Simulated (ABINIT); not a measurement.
# A GW chain in ABINIT: Sr3BiN (Pm-3m)

How does a plane-wave GW calculation on Sr3BiN (Pm-3m) run from the first input to the gap?

Calculated with ABINIT 10.8.3; LDA and many-body steps on it, plane waves.

Most raw output is cut from this account.

### Step 1. Set-up

The structure is cubic, space group Pm-3m (No. 221). Conventional cell: a = 5.235 Å, b = 5.235 Å, c = 5.235 Å, α = 90.00°, β = 90.00°, γ = 90.00°. Sr has 2 N at 2.62 Å nearest. Bi has 12 Sr at 3.70 Å nearest. Nearest to N lie 6 Sr at 2.62 Å. Farther neighbours and most contacts between anions are not listed.

The cell and positions are those that the Materials Project relaxed with its own functionals (PBE, PBE+U or r2SCAN), kept fixed. Spin-orbit coupling is left out unless a step names it.

### Step 2. Ground state

This step: ABINIT 10.8.3; DFT, LDA, plane waves, norm-conserving pseudopotentials.

The ground-state density comes first.

run.abi reads:

```
acell 3*1.0 Angstrom
rprim 
  5.234939930000 0.000000000000 0.000000000000
  0.000000000000 5.234939930000 0.000000000000
  0.000000000000 0.000000000000 5.234939930000
ntypat 3
znucl 38 83 7
natom 5
typat 1 1 1 2 3
xred 
  0.500000000000 0.500000000000 0.000000000000
  0.000000000000 0.500000000000 0.500000000000
  0.500000000000 0.000000000000 0.500000000000
  0.000000000000 0.000000000000 0.000000000000
  0.500000000000 0.500000000000 0.500000000000
pp_dirpath "pseudos"
pseudos "Sr.upf, Bi.upf, N.upf"
ecut 36
ngkpt 4 4 4
nshiftk 1
shiftk 0 0 0
kptopt 1
chksymbreak 0
nband 35
occopt 1
tolvrs 1e-10
nstep 60
prtwf 0
optforces 0
optstress 0
indata_prefix "in"
outdata_prefix "out"
tmpdata_prefix "tmp"
```

On the command line:

```sh
$ OMP_NUM_THREADS=1 mpirun -n 4 abinit run.abi > log
```

It took 61 s on 4 MPI ranks of Arm Neoverse V1, shared host; peak memory 0.42 GiB; 4 min of CPU time.

This step gave:

| Item | Value |
| --- | --- |
| total energy | -9402.3479 eV |
| gap | 0.2585 eV |
| k of the valence top | 0, 0, 0 |
| k of the conduction bottom | 0, 0, 0 |
| least direct gap | 0.2585 eV |

The gap is direct, at Γ.

### Step 3. Bands along the symmetry lines

The cheap functional maps the bands first; the places of the edges decide which points the dearer methods must see.

run.abi reads:

```
acell 3*1.0 Angstrom
rprim 
  5.234939930000 0.000000000000 0.000000000000
  0.000000000000 5.234939930000 0.000000000000
  0.000000000000 0.000000000000 5.234939930000
ntypat 3
znucl 38 83 7
natom 5
typat 1 1 1 2 3
xred 
  0.500000000000 0.500000000000 0.000000000000
  0.000000000000 0.500000000000 0.500000000000
  0.500000000000 0.000000000000 0.500000000000
  0.000000000000 0.000000000000 0.000000000000
  0.500000000000 0.500000000000 0.500000000000
pp_dirpath "pseudos"
pseudos "Sr.upf, Bi.upf, N.upf"
ecut 36
iscf -2
irdden 1
kptopt 0
nkpt 50
kpt 
  0.00000000 0.00000000 0.00000000
  0.00000000 0.06250000 0.00000000
  0.00000000 0.12500000 0.00000000
  0.00000000 0.18750000 0.00000000
  0.00000000 0.25000000 0.00000000
  0.00000000 0.31250000 0.00000000
  0.00000000 0.37500000 0.00000000
  0.00000000 0.43750000 0.00000000
  0.00000000 0.50000000 0.00000000
  0.06250000 0.50000000 0.00000000
  0.12500000 0.50000000 0.00000000
  0.18750000 0.50000000 0.00000000
  0.25000000 0.50000000 0.00000000
  0.31250000 0.50000000 0.00000000
  0.37500000 0.50000000 0.00000000
  0.43750000 0.50000000 0.00000000
  0.50000000 0.50000000 0.00000000
  0.43750000 0.43750000 0.00000000
  0.37500000 0.37500000 0.00000000
  0.31250000 0.31250000 0.00000000
  0.25000000 0.25000000 0.00000000
  0.18750000 0.18750000 0.00000000
  0.12500000 0.12500000 0.00000000
  0.06250000 0.06250000 0.00000000
  0.00000000 0.00000000 0.00000000
  0.06250000 0.06250000 0.06250000
  0.12500000 0.12500000 0.12500000
  0.18750000 0.18750000 0.18750000
  0.25000000 0.25000000 0.25000000
  0.31250000 0.31250000 0.31250000
  0.37500000 0.37500000 0.37500000
  0.43750000 0.43750000 0.43750000
  0.50000000 0.50000000 0.50000000
  0.43750000 0.50000000 0.43750000
  0.37500000 0.50000000 0.37500000
  0.31250000 0.50000000 0.31250000
  0.25000000 0.50000000 0.25000000
  0.18750000 0.50000000 0.18750000
  0.12500000 0.50000000 0.12500000
  0.06250000 0.50000000 0.06250000
  0.00000000 0.50000000 0.00000000
  0.50000000 0.50000000 0.50000000
  0.50000000 0.50000000 0.43750000
  0.50000000 0.50000000 0.37500000
  0.50000000 0.50000000 0.31250000
  0.50000000 0.50000000 0.25000000
  0.50000000 0.50000000 0.18750000
  0.50000000 0.50000000 0.12500000
  0.50000000 0.50000000 0.06250000
  0.50000000 0.50000000 0.00000000
istwfk *1
nband 36
nbdbuf 2
tolwfr 1e-08
nstep 40
prtwf 0
prtvol 0
indata_prefix "in"
outdata_prefix "out"
tmpdata_prefix "tmp"
```

It took 92 s on 4 MPI ranks; peak memory 0.58 GiB.

Numbers from this step:

```
gap                        : 0.2585 eV
k of the valence top       : 0, 0, 0
k of the conduction bottom : 0, 0, 0
least direct gap           : 0.2585 eV
```

The gap is 0.259 eV, as in the run before at this level.

The electronic bands at the labelled points (eV, zero at the top of the highest filled band):

```
    point  band 26  band 27  band 28  band 29  band 30  band 31  band 32  band 33
        Γ    -0.90     0.00     0.00     0.00     0.26     0.26     0.29     1.32
  halfway    -1.04    -1.04    -0.44    -0.44     0.73     0.81     1.53     2.37
        X    -1.20    -1.20    -0.65    -0.65     1.48     1.60     1.86     2.78
  halfway    -1.33    -1.32    -1.21    -0.80     1.92     2.31     2.52     2.76
        M    -1.45    -1.45    -1.45    -0.92     1.99     2.82     2.82     2.85
  halfway    -1.21    -1.19    -0.87    -0.65     1.19     1.83     1.94     2.19
        Γ    -0.90     0.00     0.00     0.00     0.26     0.26     0.29     1.32
  halfway    -1.87    -1.17    -1.09    -1.09     1.83     1.83     2.05     2.92
        R    -2.38    -1.51    -1.51    -1.51     1.82     1.82     1.82     2.81
  halfway    -1.57    -1.42    -1.40    -1.25     2.34     2.36     2.44     2.57
        X    -1.20    -1.20    -0.65    -0.65     1.48     1.60     1.86     2.78
jump to R    -2.38    -1.51    -1.51    -1.51     1.82     1.82     1.82     2.81
  halfway    -1.73    -1.52    -1.52    -1.49     1.99     2.35     2.35     3.00
        M    -1.45    -1.45    -1.45    -0.92     1.99     2.82     2.82     2.85
```

### Step 4. Empty states on the mesh, 2×2×2 mesh, 177 bands

The sums over transitions need many empty states on a uniform mesh; this step solves for them.

run.abi reads:

```
acell 3*1.0 Angstrom
rprim 
  5.234939930000 0.000000000000 0.000000000000
  0.000000000000 5.234939930000 0.000000000000
  0.000000000000 0.000000000000 5.234939930000
ntypat 3
znucl 38 83 7
natom 5
typat 1 1 1 2 3
xred 
  0.500000000000 0.500000000000 0.000000000000
  0.000000000000 0.500000000000 0.500000000000
  0.500000000000 0.000000000000 0.500000000000
  0.000000000000 0.000000000000 0.000000000000
  0.500000000000 0.500000000000 0.500000000000
pp_dirpath "pseudos"
pseudos "Sr.upf, Bi.upf, N.upf"
ecut 36
ngkpt 2 2 2
nshiftk 1
shiftk 0 0 0
kptopt 1
chksymbreak 0
iscf -2
irdden 1
istwfk *1
nband 177
nbdbuf 16
tolwfr 1e-09
nstep 60
prtvol 0
indata_prefix "in"
outdata_prefix "out"
tmpdata_prefix "tmp"
```

The job ended after 82 s (4 MPI ranks; peak memory 0.5 GiB; 5.5 min of CPU time).

This step gave:

```yaml
gap: 0.2585 eV
k_of_the_valence_top: 0, 0, 0
k_of_the_conduction_bottom: 0, 0, 0
least_direct_gap: 0.2585 eV
k_points_computed: 4
lowest_point_of_the_top_converged_band_above_the_valence_top: 45.74 eV
```

On this mesh the gap is 0.259 eV.

### Step 5. Screening, 2×2×2 mesh, 161 bands, screening to 130.6 eV

The RPA dielectric matrix is built and inverted for each q.

This step: RPA screening on LDA, plane waves, norm-conserving pseudopotentials.

run.abi, as its differences from that of step 4:

```diff
@@ -23,10 +23,11 @@
 chksymbreak 0
-iscf -2
-irdden 1
 istwfk *1
-nband 177
-nbdbuf 16
-tolwfr 1e-09
-nstep 60
-prtvol 0
+occopt 1
+irdwfk 1
+optdriver 3
+nband 161
+ecuteps 4.8
+inclvkb 2
+awtr 1
+symchi 1
 indata_prefix "in"
```

The job ended after 55 s (4 MPI ranks; peak memory 1.8 GiB).

This step gave:

| Property | Result |
| --- | --- |
| ε∞ with local fields, on this mesh, along the program's q direction | 762.7 |
| the same without local fields | 877.5 |
| plasma frequency | 23.61 eV |
| plane waves in the screening matrix | 461 |

Local fields lower ε∞ by 13 %. The value itself is an artefact of the mesh, where one narrow direct gap carries too much weight.

### Step 6. Self-energy, 2×2×2 mesh, 161 bands, screening to 130.6 eV

The self-energy is evaluated for the states that the input lists, and the levels follow from it, in one-shot runs by the linearised quasiparticle equation.

This step: G0W0 on LDA, plane waves, norm-conserving pseudopotentials.

run.abi, as its differences from that of step 5:

```diff
@@ -26,8 +26,15 @@
 irdwfk 1
-optdriver 3
+optdriver 4
 nband 161
+gwcalctyp 0
+ecutsigx 36
+symsigma 1
+nkptgw 1
+kptgw 
+  0.0000000000 0.0000000000 0.0000000000
+bdgw 
+  27 31
 ecuteps 4.8
-inclvkb 2
-awtr 1
-symchi 1
+irdscr 1
+ppmodel 1
 indata_prefix "in"
```

It took 13 s on 4 MPI ranks; peak memory 1.5 GiB.

This step gave:

| Property | Result |
| --- | --- |
| G0W0 gap on the points computed | 0.4290 eV |
| starting gap on the mesh | 0.2585 eV |
| k of the valence top | 0, 0, 0 |
| k of the conduction bottom | 0, 0, 0 |
| Z at the valence top | 0.753 |
| Z at the conduction bottom | 0.81 |
| least direct G0W0 gap on the computed points | 0.4290 eV |

The gap on the mesh goes from 0.26 eV to 0.43 eV, a correction of +0.17 eV.

Limits: finite bands, cutoff and mesh; model gap, bands may invert with spin-orbit coupling; no spin-orbit coupling; coarse k mesh. v1 is the top filled band, c1 the lowest empty one. Levels before and after the correction, in eV, zero at the valence-band top of each column:

```
           conduction bottom  valence top
Kohn-Sham               0.26         0.00
     G0W0               0.43         0.00
```

```
             level  energy (eV)
Kohn-Sham  Γ v3-v1        0.000
Kohn-Sham  Γ c1-c2        0.259
     G0W0  Γ v3-v1        0.000
     G0W0  Γ c1-c2        0.429
```

### Step 7. Where the time went

Times are wall times on 4 MPI ranks of Arm Neoverse V1, shared host, good to a factor of about two.

```
                          step  time  share  memory (GiB)
                  ground state  61 s   20 %          0.42
bands along the symmetry lines  92 s   30 %          0.58
      empty states on the mesh  82 s   27 %           0.5
                     screening  55 s   18 %           1.8
                   self-energy  13 s    4 %           1.5
```

### Step 8. What came out

| Item | Value |
| --- | --- |
| LDA gap | 0.26 eV, direct |
| G0W0 gap on the mesh | 0.43 eV |
| GW settings | 2×2×2 mesh, 161 bands, screening to 130.6 eV, Godby-Needs plasmon pole |
| known limits | not at the basis limit; model gap, bands may invert with spin-orbit coupling; screening runs away on this mesh; no spin-orbit coupling; coarse k mesh |

G0W0 moves the gap on the mesh from 0.26 eV to 0.43 eV (+0.17 eV), with Z of 0.75 and 0.81 at the edges. Local fields lower the RPA ε∞ on this mesh from 877.47 to 762.72; a Γ-centred mesh this coarse tends to raise both, most where the direct gap is narrow, while a short band sum lowers them. Only 1 of the mesh's irreducible points was corrected, so a valley elsewhere could overtake. Bands and cutoff are finite, so the gap is not at the basis limit. The miss can reach some tenths of an eV and take either sign; the mesh is an error of its own. In the G0W0 run levels were corrected at 1 k point alone, so a gap called «on the mesh» is the least over those, and an edge elsewhere would be missed. The 2×2×2 mesh is coarse for this cell, which bears on the long-range parts of exchange and screening. Where an edge is built on 6p states of lead, bismuth or thallium, scalar-relativistic gaps usually stand too wide, by a few tenths to over one eV. With atoms this heavy and so narrow a gap, spin-orbit coupling can invert the bands. These scalar-relativistic gaps are then model values, not to be set against experiment, and a spin-orbit change taken from DFT can't simply be added. On this mesh the RPA ε∞ passes 90, more than nearly any semiconductor shows; a coarse mesh does this where one point with a narrow direct gap carries much weight. The screening is then too strong, and the G0W0 gap should not be taken as the material's.

[Paths, hosts, dates, memory and timing lines, banners, echoed tables and standing remarks are left out of the program output.]

[Logs are printed without paths, hosts, clocks, repeated set-up lines and the standing remarks that a program may print on its own settings, such as how far it seeks lower states.]

[Runs of the session that timed out or met a known fault of the program may be left out.]

[Hosts, paths, dates, database ids (printed as entryN), source tags and the programs' standing remarks are cut or masked in the printed files.]

[G0W0 gaps are taken among the corrected bands and points alone; a level outside them can change the order at an edge.]

[Where Ansatz stands beside ABINIT at settings called matched, ABINIT's density can come from a denser mesh and the files from another edition; pairs whose starting gaps differed by over 0.03 eV were left out, so agreement reads better than it is.]
